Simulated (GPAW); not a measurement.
**How the plane-wave cutoff moves the magnetism of free-standing triangular Ir monolayer, spacing 3.069 A**

Wanted: the cheapest choice of the plane-wave cutoff that holds the magnetic results of free-standing triangular Ir monolayer, spacing 3.069 A.

Calculated with GPAW 26.7.0; PBE; plane waves with GPAW's PAW setups, scalar-relativistic.

Most raw output is cut from this account.

**1. Starting point**

The cell holds 1 atom: 1 Ir. Its edges and angles: a = 3.069 Å, b = 3.069 Å, c = 14.000 Å, α = 90.0°, β = 90.0°, γ = 120.0°. model lattice. Vacuum lies along c.

**2. Rung 1 (250 eV), start ferro +**

The ladder starts at a low cutoff and climbs, to see from where on the results stand still.

Contents of order1.py:

```python
import json
import numpy as np
from ase import Atoms
from ase.parallel import paropen, parprint
from gpaw import GPAW

atoms = Atoms(['Ir'],
    cell=[[3.069, 0.0, 0.0],
         [-1.5345, 2.657832, 0.0],
         [0.0, 0.0, 14.0]],
    scaled_positions=[[0.0, 0.0, 0.5]],
    pbc=True,
    magmoms=[1.0])
atoms.calc = GPAW(mode={'name': 'pw', 'ecut': 250},
    xc='PBE',
    kpts={'size': (10, 10, 1), 'gamma': True},
    occupations={'name': 'fermi-dirac', 'width': 0.05},
    convergence={'density': 1e-05, 'energy': 1e-05},
    maxiter=200,
    symmetry={'tolerance': 1e-4},
    txt='order1.txt')
e = atoms.get_potential_energy(force_consistent=True)
res = {'free_energy': e, 'energy_sigma0': atoms.get_potential_energy(), 'fermi_energy': atoms.calc.get_fermi_level()}
res['moments'] = atoms.get_magnetic_moments().tolist()
res['total'] = atoms.get_magnetic_moment()
parprint('site moments (muB):', np.round(res['moments'], 3))
parprint(f"total moment: {res['total']:.3f} muB")
parprint(f'free energy: {e:.6f} eV')
atoms.calc.write('order1.gpw')
with paropen('results.json', 'w') as f:
    json.dump(res, f)
```

Launch:

```bash
$ OMP_NUM_THREADS=1 python3 order1.py > order1.log
```

Run time: 4.5 s. Hardware: 1 MPI rank of AMD EPYC 9R45, shared host; peak memory 0.15 GiB.

This step gave:

* magnetization: 1.561 μB
* final state: ferromagnetic
* largest moment: 1.416 μB

After 11 cycles the largest moment stands at 1.42 μB.

**3. Rung 1 (250 eV), start antiferro q=(0,1/2,0) +-**

The second start gives the energy difference between the two end states, the quantity that is followed up the ladder. Its q is in fractions of the reciprocal vectors of the first run's cell.

order2.py is the script of step 2 with these lines changed:

```diff
@@ -6,12 +6,13 @@
 
-atoms = Atoms(['Ir'],
+atoms = Atoms(['Ir', 'Ir'],
     cell=[[3.069, 0.0, 0.0],
-         [-1.5345, 2.657832, 0.0],
+         [-3.069, 5.315664, 0.0],
          [0.0, 0.0, 14.0]],
-    scaled_positions=[[0.0, 0.0, 0.5]],
+    scaled_positions=[[0.0, 0.0, 0.5],
+         [0.0, 0.5, 0.5]],
     pbc=True,
-    magmoms=[1.0])
+    magmoms=[1.0, -1.0])
 atoms.calc = GPAW(mode={'name': 'pw', 'ecut': 250},
     xc='PBE',
-    kpts={'size': (10, 10, 1), 'gamma': True},
+    kpts={'size': (10, 5, 1), 'gamma': True},
     occupations={'name': 'fermi-dirac', 'width': 0.05},
@@ -20,3 +21,3 @@
     symmetry={'tolerance': 1e-4},
-    txt='order1.txt')
+    txt='order2.txt')
 e = atoms.get_potential_energy(force_consistent=True)
@@ -28,3 +29,3 @@
 parprint(f'free energy: {e:.6f} eV')
-atoms.calc.write('order1.gpw')
+atoms.calc.write('order2.gpw')
 with paropen('results.json', 'w') as f:
```

Launch:

```bash
$ OMP_NUM_THREADS=1 python3 order2.py > order2.log
```

It took 26 s on 1 MPI rank; peak memory 0.21 GiB.

This step gave:

```yaml
magnetization: 0 μB
final_state: antiferromagnetic
largest_moment: 0.9834 μB
```

This start lies +140.6 meV a seeded atom from the first; its largest moment is 0.983 μB.

**4. Rung 2 (325 eV), start ferro +**

order1.py is the script of step 2 with these lines changed:

```diff
@@ -13,3 +13,3 @@
     magmoms=[1.0])
-atoms.calc = GPAW(mode={'name': 'pw', 'ecut': 250},
+atoms.calc = GPAW(mode={'name': 'pw', 'ecut': 325},
     xc='PBE',
```

Launch:

```bash
$ OMP_NUM_THREADS=1 python3 order1.py > order1.log
```

Run time: 5.8 s. Hardware: 1 MPI rank; peak memory 0.16 GiB.

Numbers from this step:

```yaml
magnetization: 1.561 μB
final_state: ferromagnetic
largest_moment: 1.426 μB
```

The largest moment moves by +0.01 μB from rung 1, at 1.3 times its CPU time.

**5. Rung 2 (325 eV), start antiferro q=(0,1/2,0) +-**

order2.py is the script of step 3 with these lines changed:

```diff
@@ -14,3 +14,3 @@
     magmoms=[1.0, -1.0])
-atoms.calc = GPAW(mode={'name': 'pw', 'ecut': 250},
+atoms.calc = GPAW(mode={'name': 'pw', 'ecut': 325},
     xc='PBE',
```

Launch:

```bash
$ OMP_NUM_THREADS=1 python3 order2.py > order2.log
```

Run time: 41 s. Hardware: 1 MPI rank; peak memory 0.25 GiB.

Numbers from this step:

```yaml
magnetization: 0 μB
final_state: antiferromagnetic
largest_moment: 0.9943 μB
```

This start lies +140.1 meV a seeded atom from the first, a change of -0.4 meV since rung 1; its largest moment is 0.994 μB.

**6. Rung 3 (400 eV), start ferro +**

order1.py is the script of step 4 with these lines changed:

```diff
@@ -13,3 +13,3 @@
     magmoms=[1.0])
-atoms.calc = GPAW(mode={'name': 'pw', 'ecut': 325},
+atoms.calc = GPAW(mode={'name': 'pw', 'ecut': 400},
     xc='PBE',
```

Launch:

```bash
$ OMP_NUM_THREADS=1 python3 order1.py > order1.log
```

Wall time 6.4 s (1 MPI rank); peak memory 0.18 GiB.

This step gave:

- magnetization: 1.561 μB
- final state: ferromagnetic
- largest moment: 1.429 μB

The largest moment is that of rung 2, at 1.1 times its CPU time.

**7. Rung 3 (400 eV), start antiferro q=(0,1/2,0) +-**

order2.py is the script of step 5 with these lines changed:

```diff
@@ -14,3 +14,3 @@
     magmoms=[1.0, -1.0])
-atoms.calc = GPAW(mode={'name': 'pw', 'ecut': 325},
+atoms.calc = GPAW(mode={'name': 'pw', 'ecut': 400},
     xc='PBE',
```

Launch:

```bash
$ OMP_NUM_THREADS=1 python3 order2.py > order2.log
```

The job ended after 48 s (1 MPI rank; peak memory 0.3 GiB).

Numbers from this step:

* magnetization: 0 μB
* final state: antiferromagnetic
* largest moment: 0.9975 μB

This start lies +140.4 meV a seeded atom from the first, a change of +0.2 meV since rung 2; its largest moment is 0.998 μB.

**8. Rung 4 (500 eV), start ferro +**

order1.py is the script of step 6 with these lines changed:

```diff
@@ -13,3 +13,3 @@
     magmoms=[1.0])
-atoms.calc = GPAW(mode={'name': 'pw', 'ecut': 400},
+atoms.calc = GPAW(mode={'name': 'pw', 'ecut': 500},
     xc='PBE',
```

Launch:

```bash
$ OMP_NUM_THREADS=1 python3 order1.py > order1.log
```

Wall time 7.7 s (1 MPI rank); peak memory 0.19 GiB.

This step gave:

| Item | Value |
| --- | --- |
| magnetization | 1.561 μB |
| final state | ferromagnetic |
| largest moment | 1.429 μB |

The largest moment is that of rung 3, at 1.2 times its CPU time.

**9. Rung 4 (500 eV), start antiferro q=(0,1/2,0) +-**

order2.py is the script of step 7 with these lines changed:

```diff
@@ -14,3 +14,3 @@
     magmoms=[1.0, -1.0])
-atoms.calc = GPAW(mode={'name': 'pw', 'ecut': 400},
+atoms.calc = GPAW(mode={'name': 'pw', 'ecut': 500},
     xc='PBE',
```

Launch:

```bash
$ OMP_NUM_THREADS=1 python3 order2.py > order2.log
```

The job ended after 53 s (1 MPI rank; peak memory 0.36 GiB).

Numbers from this step:

```yaml
magnetization: 0 μB
final_state: antiferromagnetic
largest_moment: 0.9979 μB
```

This start lies +140.4 meV a seeded atom from the first, a change of +0.0 meV since rung 3; its largest moment is 0.998 μB.

**10. Rung 5 (650 eV), start ferro +**

order1.py is the script of step 8 with these lines changed:

```diff
@@ -13,3 +13,3 @@
     magmoms=[1.0])
-atoms.calc = GPAW(mode={'name': 'pw', 'ecut': 500},
+atoms.calc = GPAW(mode={'name': 'pw', 'ecut': 650},
     xc='PBE',
```

Launch:

```bash
$ OMP_NUM_THREADS=1 python3 order1.py > order1.log
```

It took 11 s on 1 MPI rank; peak memory 0.24 GiB.

Read from the output:

* magnetization: 1.561 μB
* final state: ferromagnetic
* largest moment: 1.429 μB

The largest moment is that of rung 4, at 1.4 times its CPU time.

**11. Rung 5 (650 eV), start antiferro q=(0,1/2,0) +-**

order2.py is the script of step 9 with these lines changed:

```diff
@@ -14,3 +14,3 @@
     magmoms=[1.0, -1.0])
-atoms.calc = GPAW(mode={'name': 'pw', 'ecut': 500},
+atoms.calc = GPAW(mode={'name': 'pw', 'ecut': 650},
     xc='PBE',
```

Launch:

```bash
$ OMP_NUM_THREADS=1 python3 order2.py > order2.log
```

It took 89 s on 1 MPI rank; peak memory 0.5 GiB.

Numbers from this step:

| Property | Result |
| --- | --- |
| magnetization | 0 μB |
| final state | antiferromagnetic |
| largest moment | 0.9982 μB |

This start lies +140.4 meV a seeded atom from the first, a change of +0.0 meV since rung 4; its largest moment is 0.998 μB.

**12. Rung 6 (800 eV), start ferro +**

order1.py is the script of step 10 with these lines changed:

```diff
@@ -13,3 +13,3 @@
     magmoms=[1.0])
-atoms.calc = GPAW(mode={'name': 'pw', 'ecut': 650},
+atoms.calc = GPAW(mode={'name': 'pw', 'ecut': 800},
     xc='PBE',
```

Launch:

```bash
$ OMP_NUM_THREADS=1 python3 order1.py > order1.log
```

Wall time 18 s (1 MPI rank); peak memory 0.28 GiB.

Read from the output:

```
magnetization  : 1.561 μB
final state    : ferromagnetic
largest moment : 1.429 μB
```

The largest moment is that of rung 5, at 1.6 times its CPU time.

**13. Rung 6 (800 eV), start antiferro q=(0,1/2,0) +-**

order2.py is the script of step 11 with these lines changed:

```diff
@@ -14,3 +14,3 @@
     magmoms=[1.0, -1.0])
-atoms.calc = GPAW(mode={'name': 'pw', 'ecut': 650},
+atoms.calc = GPAW(mode={'name': 'pw', 'ecut': 800},
     xc='PBE',
```

Launch:

```bash
$ OMP_NUM_THREADS=1 python3 order2.py > order2.log
```

The job ended after 2.2 min (1 MPI rank; peak memory 0.63 GiB).

This step gave:

* magnetization: 0 μB
* final state: antiferromagnetic
* largest moment: 0.9983 μB

This start lies +140.4 meV a seeded atom from the first, a change of -0.0 meV since rung 5; its largest moment is 0.998 μB.

**14. Another try**

A slip in the input shows what the program catches and what it lets pass.

Contents of run.py:

```python
import json
import numpy as np
from ase import Atoms
from ase.parallel import paropen, parprint
from gpaw import GPAW

atoms = Atoms(['Ir'],
    cell=[[3.069, 0.0, 0.0],
         [-1.5345, 2.657832, 0.0],
         [0.0, 0.0, 14.0]],
    scaled_positions=[[0.0, 0.0, 0.5]],
    pbc=True,
    magmoms=[1.0])
atoms.calc = GPAW(mode={'name': 'pw', 'ecut': 550},
    xc='PBE',
    kpts={'size': (10, 10, 1), 'gamma': True},
    occupations={'name': 'fermi-dirac', 'width': 0.05},
    convergence={'density': 1e-05, 'energy': 1e-05},
    maxiter=2,
    symmetry={'tolerance': 1e-4},
    txt='run.txt')
e = atoms.get_potential_energy(force_consistent=True)
res = {'free_energy': e, 'energy_sigma0': atoms.get_potential_energy(), 'fermi_energy': atoms.calc.get_fermi_level()}
res['moments'] = atoms.get_magnetic_moments().tolist()
res['total'] = atoms.get_magnetic_moment()
parprint('site moments (muB):', np.round(res['moments'], 3))
parprint(f"total moment: {res['total']:.3f} muB")
parprint(f'free energy: {e:.6f} eV')
atoms.calc.write('run.gpw')
with paropen('results.json', 'w') as f:
    json.dump(res, f)
```

Launch:

```bash
$ OMP_NUM_THREADS=1 python3 run.py > run.log
```

The job ended after 4.4 s (1 MPI rank; peak memory 0.21 GiB).

The run stopped without converging, so none of its numbers is a property of the system.

The fault put into the input: too few SCF iterations.

The limit on cycles came before convergence; raising it mends this.

**15. Side by side**

Ladder, by row:

```tsv
rung	cutoff (eV)	state from the first start	state from the second start	second less first (meV a seeded atom)	moment, first (μB)	moment, second (μB)	CPU time (s)
1	250	ferromagnetic	antiferromagnetic	140.6	1.416	0.9834	30.09
2	325	ferromagnetic	antiferromagnetic	140.1	1.426	0.9943	46.33
3	400	ferromagnetic	antiferromagnetic	140.4	1.429	0.9975	54.46
4	500	ferromagnetic	antiferromagnetic	140.4	1.429	0.9979	60.79
5	650	ferromagnetic	antiferromagnetic	140.4	1.429	0.9982	100.1
6	800	ferromagnetic	antiferromagnetic	140.4	1.429	0.9983	151
```

**16. Results**

```
range of the moment in the table, first start             : 1.42 to 1.43 μB
range of CPU time                                         : 30 s to 2.5 min
range of the energy difference                            : 140 to 141 meV a seeded atom
first rung from which all stay within 7.0 meV of the last : 1
```

**Reading.** From rung 1 on the result stays within 0.27 meV of the last rung, inside the margin of 7.0 meV set for it, at 20 % of the last rung's cost. The first start ends lower on every rung of the table; whether functional and cell give the true order is another question.

[Logs and program files are shortened in this print: banners, set-up blocks, solver, clock and traceback lines can be left out without a mark of their own.]

[Logs are printed without paths, hosts, clocks, repeated set-up lines and the standing remarks that a program may print on its own settings, such as how far it seeks lower states.]

[Hosts, paths, dates, database ids (printed as entryN), source tags and the programs' standing remarks are cut or masked in the printed files.]

[Where a cell is said to come from a database of computed structures, the database is the Materials Project.]

[Lattice constants of own cells that a recipe calls measured were typed without a cited source.]
